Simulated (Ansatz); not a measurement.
**TiIn2 (built on the sites of a database entry of HfB2): phonons and vibrational spectra**

Task: relax TiIn2 (built on the sites of a database entry of HfB2), then find its harmonic phonons.

Main program and level: Ansatz 0.2.0; DFT PBEsol, scalar-relativistic, plane waves, PAW.

The structure was built from a prototype and need not be the compound's stable phase.

## (1) Set-up

Symmetry: P6/mmm, No. 191, hexagonal system. Conventional cell: a = 3.499 Å, b = 3.499 Å, c = 3.878 Å, α = 90.00°, β = 90.00°, γ = 120.00°. Nearest to Ti lie 12 In at 2.80 Å. Nearest to In lie 3 In at 2.02 Å and 6 Ti at 2.80 Å. Farther neighbours are not listed.

## (2) Rough relaxation

A rough relaxation comes first, because large forces or stress need no tight tolerances yet.

File input.yaml:

```yaml
crystal:
  lattice:
    - [3.49906, 0.0, 0.0]
    - [-1.74953, 3.03027, 0.0]
    - [0.0, 0.0, 3.87794]
  atoms:
    - { symbol: Ti, position: [0.0, 0.0, 0.0] }
    - { symbol: In, position: [0.3333333333, 0.6666666667, 0.5] }
    - { symbol: In, position: [0.6666666667, 0.3333333333, 0.5] }
kpoints:
  mp_grid: { grid: [6, 6, 6] }
hamiltonian:
  xc: pbesol
scf:
  occupations: { method: gaussian, width: 0.1 }
output:
  forces: true
  stress: true
  eigenvalues: true
relax:
  adjacent_minimum: "off"
  f_tol: 0.05
  max_steps: 80
  cell: { stress_tol: 0.5 }
```

Started as:

```console
$ ansatz run input.yaml --threads 8 --pin off --max-ram 14336MiB --backend cpu --events-out ev --progress --plain --runs-dir out
```

Numbers of over 12 decimals in the logs are rounded to 6 here.

The program printed:

```text
The last accepted step is kept in <dir> (removed where the run ends without a failure and the disk answers)
Engine: ansatz 0.2.0, aarch64-unknown-linux-gnu
Pseudopotentials: kind: paw
Pseudopotential: Ti, paw, valence charge 12, recommended cutoff 420 eV (normal), Ti.paw.azcp
Pseudopotential: In, paw, valence charge 13, recommended cutoff 420 eV (normal), In.paw.azcp
Functional definition: PBEsol
  exchange = pbesol_x
[...]
--- Relaxed structure (14 steps of the walk, 14 accepted, 2 SCFs on fresh bases) ---
  F+E_penalty+E_count = -13524.62306126 eV   max|allowed force component| = 1.619e-17 eV/Å   (the final SCF, on the basis selected at the relaxed cell)
  cell:  # Å, volume = 60.5462 Å³
    - [4.849285, 0, 0]
    - [-2.424642, 4.199604, 0]
    - [0, 0, 2.973042]
  atoms:
    - { symbol: Ti, position: [0, 0, 0] }
    - { symbol: In, position: [0.333333, 0.666667, 0.5] }
    - { symbol: In, position: [0.666667, 0.333333, 0.5] }
[key lines of the parts left out:]
SCF converged after 6 iterations
Free energy (F): -13524.623061 eV
Fermi energy:    13.158331 eV
P = ⅓ Tr σ = 0.1189 GPa (1.189 kbar)
```

Wall time 52 s (8 threads of Arm Neoverse N1, shared host); peak memory 0.43 GiB; 81 s of CPU time.

The steps of the relaxation:

| step | energy less that of the first step (eV) | largest force component (eV/Å) | pressure (GPa) | volume (Å³) |
| --- | --- | --- | --- | --- |
| 1 | 0.0000 | 0.0000 | 170.89 | 41.12 |
| 2 | -5.0711 | 0.0000 | 105.63 | 45.40 |
| 3 | -8.3689 | 0.0000 | 63.47 | 49.61 |
| 4 | -10.4342 | 0.0000 | 35.14 | 53.70 |
| 5 | -11.6118 | 0.0000 | 15.34 | 57.17 |
| 6 | -12.1191 | 0.0000 | 3.69 | 58.20 |
| 7 | -12.2241 | 0.0000 | -1.86 | 58.34 |
| 8 | -12.3014 | 0.0000 | -0.06 | 55.90 |
| 9 | -12.3052 | 0.0000 | 0.41 | 54.98 |
| 10 | -12.3063 | 0.0000 | 0.01 | 55.35 |
| 11* | -12.8619 | 0.0000 | 12.68 | 55.35 |
| 12 | -13.1924 | 0.0000 | 6.01 | 57.60 |
| 13 | -13.3861 | 0.0000 | 3.73 | 58.27 |
| 14 | -13.4137 | 0.0000 | 0.65 | 60.15 |
| 15 | -13.4147 | 0.0000 | 0.07 | 60.55 |
| 16* | -13.4182 | 0.0000 | 0.12 | 60.55 |

Relaxation steps marked * repeat the geometry before them on a plane-wave basis chosen anew for their cell, so energy and pressure can jump there.

The run keeps the 24 symmetry operations that it works with, so distortions that break them were not tested.

| cell as run | before | after | change |
| --- | --- | --- | --- |
| a (Å) | 3.499 | 4.849 | +38.6 % |
| b (Å) | 3.499 | 4.849 | +38.6 % |
| c (Å) | 3.878 | 2.973 | -23.3 % |
| volume (Å³/atom) | 13.71 | 20.18 | +47.2 % |

Final coordinates:

```
Ti In
1.0
     4.84928    0.00000    0.00000
    -2.42464    4.19960    0.00000
     0.00000    0.00000    2.97304
Ti In
1 2
Direct
  0.00000 0.00000 0.00000
  0.33333 0.66667 0.50000
  0.66667 0.33333 0.50000
```

This step gave:

- pressure: 0.1189 GPa
- volume per atom: 20.18 Å³
- gap on the k-mesh: 0 eV

In this step the volume went from 13.71 to 20.18 Å³/atom.

## (3) Relaxation

The cell and atoms are relaxed, since residual forces and stress would shift the frequencies.

File input.yaml:

```yaml
crystal:
  lattice:
    - [4.8492847677, 0.0, 0.0]
    - [-2.4246423839, 4.199603799, 0.0]
    - [0.0, 0.0, 2.9730417173]
  atoms:
    - { symbol: Ti, position: [0.0, 0.0, 0.0] }
    - { symbol: In, position: [0.3333333333, 0.6666666667, 0.5] }
    - { symbol: In, position: [0.6666666667, 0.3333333333, 0.5] }
kpoints:
  mp_grid: { grid: [9, 9, 12] }
hamiltonian:
  xc: pbesol
scf:
  occupations: { method: gaussian, width: 0.1 }
output:
  forces: true
  stress: true
  eigenvalues: true
  write_density: true
  write_potential: true
  elf: true
  volumetric_format: npy
relax:
  adjacent_minimum: "off"
  f_tol: 0.005
  max_steps: 80
  cell: { stress_tol: 0.05 }
```

The program printed:

```text
[...]
Crystal: 3 atoms, lattice volume = 60.546 Å³
Basis set: ecut = 420 eV, 1179 PW (Γ), exchange–correlation on 72×72×40 points (8 copies of the dense FFT grid, shifted against one another)
Bands: 23, of which v1, the nominal top of the filled ones, is band 19 counted from 1 (18 counted from 0)
Symmetry: 24 space group operations
[...]
k-points: 84 of 972
[...]
SCF iter   1: F=—  HF=-13524.615679 eV  |F-HF|=—  |Δ(HF+E_count)|=         —  Δρ=7.70e-3  dr2=4.45e-2  ethr=1.77e-3  ⟨swp⟩=5.7  Hψ=9120  notcnv=0
[...]
SCF iter   6: F=-13524.606690 eV  HF=-13524.606691 eV  |F-HF|=4.77e-8  |Δ(HF+E_count)|=   7.79e-7  Δρ=1.00e-5  dr2=6.83e-8  ethr=2.63e-10  ⟨swp⟩=7.0  Hψ=12764  notcnv=0
the search or the solves at the SCF's close seem to have found levels that the self-consistency loop had missed (the run counts 1). By its estimate they hold under 1e-12 electrons; where the run keeps them, the occupations were computed again with them
SCF 1 converged in 6 iterations: F = -13524.606690 eV  dr2 = 6.83e-8
[...]
relax step   1: F+E_penalty+E_count = -13524.60669046 eV  Δ(F+E_penalty+E_count) = +0.000e0 eV  max|allowed force component| = 1.831e-17 eV/Å  Δτ_max = 0.0000 Å  P = +0.118 GPa  Ω = 60.546 Å³  (6 SCF iters, dr2 threshold 1.00e-7 eV, accepted)
Crystal: 3 atoms, lattice volume = 60.687 Å³
[...]
SCF iter   6: F=-13524.606757 eV  HF=-13524.606757 eV  |F-HF|=1.49e-10  |Δ(HF+E_count)|=  6.51e-10  Δρ=7.14e-7  dr2=2.34e-10  ethr=9.05e-12  ⟨swp⟩=4.2  Hψ=9843  notcnv=0
SCF 2 converged in 6 iterations: F = -13524.606757 eV  dr2 = 2.34e-10
relax step   2: F+E_penalty+E_count = -13524.60675657 eV  Δ(F+E_penalty+E_count) = -6.611e-5 eV  max|allowed force component| = 5.301e-18 eV/Å  Δτ_max = 0.0000 Å  P = -0.069 GPa  Ω = 60.687 Å³  energy of the carried Pulay correction = -3.474e-5 eV  (6 SCF iters, dr2 threshold 9.37e-8 eV, accepted)
Crystal: 3 atoms, lattice volume = 60.627 Å³
[...]
SCF iter   6: F=-13524.606782 eV  HF=-13524.606782 eV  |F-HF|=3.64e-12  |Δ(HF+E_count)|=  1.46e-11  Δρ=1.12e-7  dr2=6.16e-12  ethr=1.00e-12  ⟨swp⟩=4.2  Hψ=8730  notcnv=0
SCF 3 converged in 6 iterations: F = -13524.606782 eV  dr2 = 6.16e-12
relax step   3: F+E_penalty+E_count = -13524.60678160 eV  Δ(F+E_penalty+E_count) = -2.503e-5 eV  max|allowed force component| = 1.195e-17 eV/Å  Δτ_max = 0.0000 Å  P = +0.026 GPa  Ω = 60.627 Å³  energy of the carried Pulay correction = -2.112e-5 eV  (6 SCF iters, accepted)
[...]
relax step   4: F+E_penalty+E_count = -13524.60678195 eV  Δ(F+E_penalty+E_count) = -3.463e-7 eV  max|allowed force component| = 1.735e-17 eV/Å  Δτ_max = 0.0000 Å  P = -0.000 GPa  Ω = 60.643 Å³  energy of the carried Pulay correction = -2.458e-5 eV  (6 SCF iters, accepted)
[...]
SCF iter   1: F=—  HF=-13524.606797 eV  |F-HF|=—  |Δ(HF+E_count)|=         —  Δρ=3.31e-6  dr2=1.24e-9  ethr=7.71e-8  ⟨swp⟩=2.9  Hψ=13623  notcnv=0
eigensolver tolerance schedule: the retry pair's looser diagonalisation over-reported the residual by 23673.28 of it (diagonalisation noise at 1.43 of the residual, at the tolerance the schedule requests for it); recorded, not acted on — ethr = c·dr2/N_el stays at c = 1.0e-1
SCF iter   2: F=—  HF=-13524.606802 eV  |F-HF|=—  |Δ(HF+E_count)|=   5.13e-6  Δρ=1.68e-6  dr2=4.71e-10  ethr=3.26e-12  ⟨swp⟩=3.2  Hψ=4071  notcnv=0
[...]
SCF iter   8: F=-13524.606802 eV  HF=-13524.606802 eV  |F-HF|=5.46e-12  |Δ(HF+E_count)|=  3.64e-12  Δρ=1.50e-10  dr2=1.36e-17  ethr=1.00e-12  ⟨swp⟩=2.1  Hψ=5304  notcnv=0
SCF 5 converged in 8 iterations: F = -13524.606802 eV  dr2 = 1.36e-17
relax step   5: F+E_penalty+E_count = -13524.60680206 eV  Δ(F+E_penalty+E_count) = -2.011e-5 eV  max|allowed force component| = 1.966e-17 eV/Å  Δτ_max = 0.0000 Å  P = -0.000 GPa  Ω = 60.643 Å³  stress off target by 2.85e-4 GPa  SCF on the basis re-selected at this cell (its energy is not comparable with the rows above)  (8 SCF iters)
[...]
SCF converged after 8 iterations
Free energy (F): -13524.606802 eV
[...]
Internal energy: -13524.584156 eV  (E = F + TS)
E sigma→0 (E₀):  -13524.595479 eV
Entropy (-TS):   -0.022646 eV (-7.549 meV/atom)
Fermi energy:    13.139022 eV
[...]
--- Stress (GPa, compression-positive) ---
       -0.000139      -0.000000       0.000000
       -0.000000      -0.000139       0.000000
        0.000000       0.000000      -0.000285
  P = ⅓ Tr σ = -0.0002 GPa (-0.002 kbar)
--- Band table (eV; the first three rows and the last of 84) ---
  k-point 0: bands = [... 15 lower, 10.4376, 10.4376, 11.3248, 12.1401, 14.0235, 14.0235, 14.8599, 14.8599]
  k-point 1: bands = [... 15 lower, 10.5688, 10.5688, 11.4229, 12.2702, 13.7602, 13.7602, 15.1888, 15.1888]
  k-point 2: bands = [... 15 lower, 10.9501, 10.9501, 11.7239, 12.5713, 13.3323, 13.3323, 15.8278, 15.8278]
  k-point 83: bands = [... 15 lower, 8.8190, 10.6604, 10.6604, 11.4369, 13.6939, 14.4013, 14.4013, 14.5130]
--- Relaxed structure (4 steps of the walk, 4 accepted, 1 SCFs on fresh bases) ---
[...]
cell:  # Å, volume = 60.6425 Å³
    - [4.856428, 2.8910201235119032e-11, 0]
    - [-2.428214, 4.205790, 0]
    - [0, 0, 2.969017]
  atoms:
    - { symbol: Ti, position: [0, 0, 0.0] }
    - { symbol: In, position: [0.333333, 0.666667, 0.5] }
    - { symbol: In, position: [0.666667, 0.333333, 0.5] }
```

It took 34 s on 8 threads; peak memory 0.51 GiB; 80 s of CPU time.

Step by step:

| step | energy less that of the first step (eV) | largest force component (eV/Å) | pressure (GPa) | volume (Å³) |
| --- | --- | --- | --- | --- |
| 1 | 0.0000 | 0.0000 | 0.12 | 60.55 |
| 2 | -0.0001 | 0.0000 | -0.07 | 60.69 |
| 3 | -0.0001 | 0.0000 | 0.03 | 60.63 |
| 4 | -0.0001 | 0.0000 | 0.00 | 60.64 |
| 5* | -0.0001 | 0.0000 | 0.00 | 60.64 |

Relaxation steps marked * repeat the geometry before them on a plane-wave basis chosen anew for their cell, so energy and pressure can jump there.

Forces are held to the 24 operations that the run works with; a distortion that breaks them can't arise in this run.

| conventional cell, symmetrised | before | after | change |
| --- | --- | --- | --- |
| a (Å) | 4.849 | 4.856 | +0.1 % |
| b (Å) | 4.849 | 4.856 | +0.1 % |
| c (Å) | 2.973 | 2.969 | -0.1 % |
| volume (Å³/atom) | 20.18 | 20.21 | +0.2 % |

Final coordinates:

```
Ti In
1.0
     4.85643    0.00000    0.00000
    -2.42821    4.20579    0.00000
     0.00000    0.00000    2.96902
Ti In
1 2
Direct
  0.00000 0.00000 0.00000
  0.33333 0.66667 0.50000
  0.66667 0.33333 0.50000
```

This step gave:

```
pressure        : -1.88e-4 GPa
volume per atom : 20.21 Å³
```

ELF in the ab plane at fractional z = 0.500, with atoms of In within 0.2 Å of it. It is the smooth field of the valence electrons, not physical close to the nuclei.

Ten even steps from '0' (0.00) to '9' (0.47), each cell a mean:
```
78998655689987
89975555589988
99754235579999
97541014589999
85410025688788
65410245665556
65533556554555
65555565421355
87667755200256
99999753001458
99999653114579
88899655445799
77899755557998
77899866689987
```
Columns run along a (4.9 Å), rows up along b (4.9 Å). Atoms in or near the plane, at fractional coordinates: In at (0.33, 0.67), In at (0.67, 0.33).

Valence density in the ab plane at fractional z = 0.500, with atoms of In within 0.2 Å of it. It is the smooth field of the valence electrons, not physical close to the nuclei.

Ten even steps from '_' (0 e/Å³) to '@' (11 e/Å³), each cell a mean:
```
____________________________
____________________________
________..--::..____________
______..++##==..____________
____..==@@@@--______________
____..==**==..______________
____..::::__________....____
________________..--==::____
________________==@@##--____
______________::**@@++..____
______________::====..______
______________......________
____________________________
____________________________
```
Columns run along a (4.9 Å), rows up along b (4.9 Å). Atoms in or near the plane, at fractional coordinates: In at (0.33, 0.67), In at (0.67, 0.33).

Electrostatic potential energy in the ab plane at fractional z = 0.500, with atoms of In within 0.2 Å of it. With pseudopotentials it is smooth inside the atoms' cores, unlike the true potential.

Values in eV, 14 rows by 14 columns, each cell a mean:
```
 13  14  15  15  13  10   7   8  11  13  15  15  14  13
 14  15  14  11   4  -6  -9  -3   7  13  15  15  14  14
 15  14  11   0 -17 -25 -25 -14   4  13  15  15  15  15
 15  12   2 -18 -30 -31 -29 -15   6  13  15  15  15  15
 13   7 -11 -29 -31 -31 -26  -7   9  13  13  13  13  13
 11   2 -18 -30 -31 -28 -13   5  11   9   6   4   7  11
 10   2 -13 -22 -21 -10   4   9   5  -7 -15 -14  -3   8
 10   7   0  -4   0   7  10   4 -13 -26 -29 -25  -9   7
 13  12  10  10  12  12   7 -10 -28 -31 -31 -25  -6  10
 14  14  14  14  14  12   0 -21 -31 -31 -30 -17   4  13
 15  15  15  15  14  10  -4 -22 -30 -29 -18   0  11  15
 14  14  15  15  14  10   0 -13 -18 -11   2  11  14  15
 13  13  14  15  14  12   7   2   2   7  12  14  15  14
 13  13  14  15  14  13  10  10  11  13  15  15  14  13
```
Columns run along a (4.9 Å; values clipped at the 3rd and 97th percentile), rows up along b (4.9 Å). Atoms in or near the plane, at fractional coordinates: In at (0.33, 0.67), In at (0.67, 0.33).

In this step the volume went from 20.18 to 20.21 Å³/atom.

## (4) Tight relaxation

Phonons need a cell at rest on their own settings, so the relaxation is repeated with tight tolerances on forces and stress, using the mesh and the filling of the phonon run that follows.

File input.yaml:

```yaml
crystal:
  lattice:
    - [4.8564283096, 0.0, 0.0]
    - [-2.4282141548, 4.2057902878, 0.0]
    - [0.0, 0.0, 2.969016588]
  atoms:
    - { symbol: Ti, position: [0.0, 0.0, 0.0] }
    - { symbol: In, position: [0.3333333333, 0.6666666667, 0.5] }
    - { symbol: In, position: [0.6666666667, 0.3333333333, 0.5] }
kpoints:
  mp_grid: { grid: [10, 10, 12] }
hamiltonian:
  xc: pbesol
scf:
  occupations: { method: methfessel_paxton, width: 0.15 }
output:
  forces: true
  stress: true
  eigenvalues: true
relax:
  adjacent_minimum: "off"
  f_tol: 0.001
  max_steps: 60
  cell: { stress_tol: 0.01 }
```

The program printed:

```text
[...]
Crystal: 3 atoms, lattice volume = 60.643 Å³
Basis set: ecut = 420 eV, 1179 PW (Γ), exchange–correlation on 72×72×40 points (8 copies of the dense FFT grid, shifted against one another)
Bands: 23, of which v1, the nominal top of the filled ones, is band 19 counted from 1 (18 counted from 0)
Symmetry: 24 space group operations
[...]
k-points: 98 of 1200
[...]
k-point 97: bands = [... 15 lower, 9.1101, 10.4212, 10.8620, 11.4368, 13.7348, 14.2408, 14.3865, 14.5738]
--- Relaxed structure (4 steps of the walk, 4 accepted, 1 SCFs on fresh bases) ---
[...]
cell:  # Å, volume = 60.6668 Å³
    - [4.861127, 0, 0]
    - [-2.430563, 4.209859, 0]
    - [0, 0, 2.964467]
  atoms:
    - { symbol: Ti, position: [0, 0, 0] }
    - { symbol: In, position: [0.333333, 0.666667, 0.5] }
    - { symbol: In, position: [0.666667, 0.333333, 0.5] }
[key lines of the parts left out:]
SCF converged after 6 iterations
Free energy (F): -13524.595865 eV
Fermi energy:    13.120718 eV
P = ⅓ Tr σ = 0.0022 GPa (0.022 kbar)
```

Elapsed: 33 s, on 8 threads; peak memory 0.53 GiB.

The steps of the relaxation:

| step | energy less that of the first step (eV) | largest force component (eV/Å) | pressure (GPa) | volume (Å³) |
| --- | --- | --- | --- | --- |
| 1 | 0.0000 | 0.0000 | 0.02 | 60.64 |
| 2 | -0.0001 | 0.0000 | 0.01 | 60.66 |
| 3 | -0.0001 | 0.0000 | -0.01 | 60.68 |
| 4 | -0.0001 | 0.0000 | 0.00 | 60.67 |
| 5* | -0.0001 | 0.0000 | 0.00 | 60.67 |

Relaxation steps marked * repeat the geometry before them on a plane-wave basis chosen anew for their cell, so energy and pressure can jump there.

The run keeps the 24 symmetry operations that it works with, so distortions that break them were not tested.

| conventional cell, symmetrised | before | after | change |
| --- | --- | --- | --- |
| a (Å) | 4.856 | 4.861 | +0.1 % |
| b (Å) | 4.856 | 4.861 | +0.1 % |
| c (Å) | 2.969 | 2.964 | -0.2 % |
| volume (Å³/atom) | 20.21 | 20.22 | +0.0 % |

Final coordinates:

```xyz
3
Lattice="4.8611 0.0000 0.0000 -2.4306 4.2099 0.0000 0.0000 0.0000 2.9645" Properties=species:S:1:pos:R:3 pbc="T T T"
Ti    0.0000    0.0000    0.0000
In    0.0000    2.8066    1.4822
In    2.4306    1.4033    1.4822
```

This step gave:

| Quantity | Value |
| --- | --- |
| pressure | 0.002223 GPa |
| volume per atom | 20.22 Å³ |

The forces vanish by symmetry and the pressure is 0.002 GPa, within the tolerances set. The cell now holds 20.22 Å³/atom.

(Continued in part 2 of 3.)

[Logs are printed without paths, hosts, clocks, repeated set-up lines and the standing remarks that a program may print on its own settings, such as how far it seeks lower states.]

[Hosts, paths, dates, database ids (printed as entryN), source tags and the programs' standing remarks are cut or masked in the printed files.]
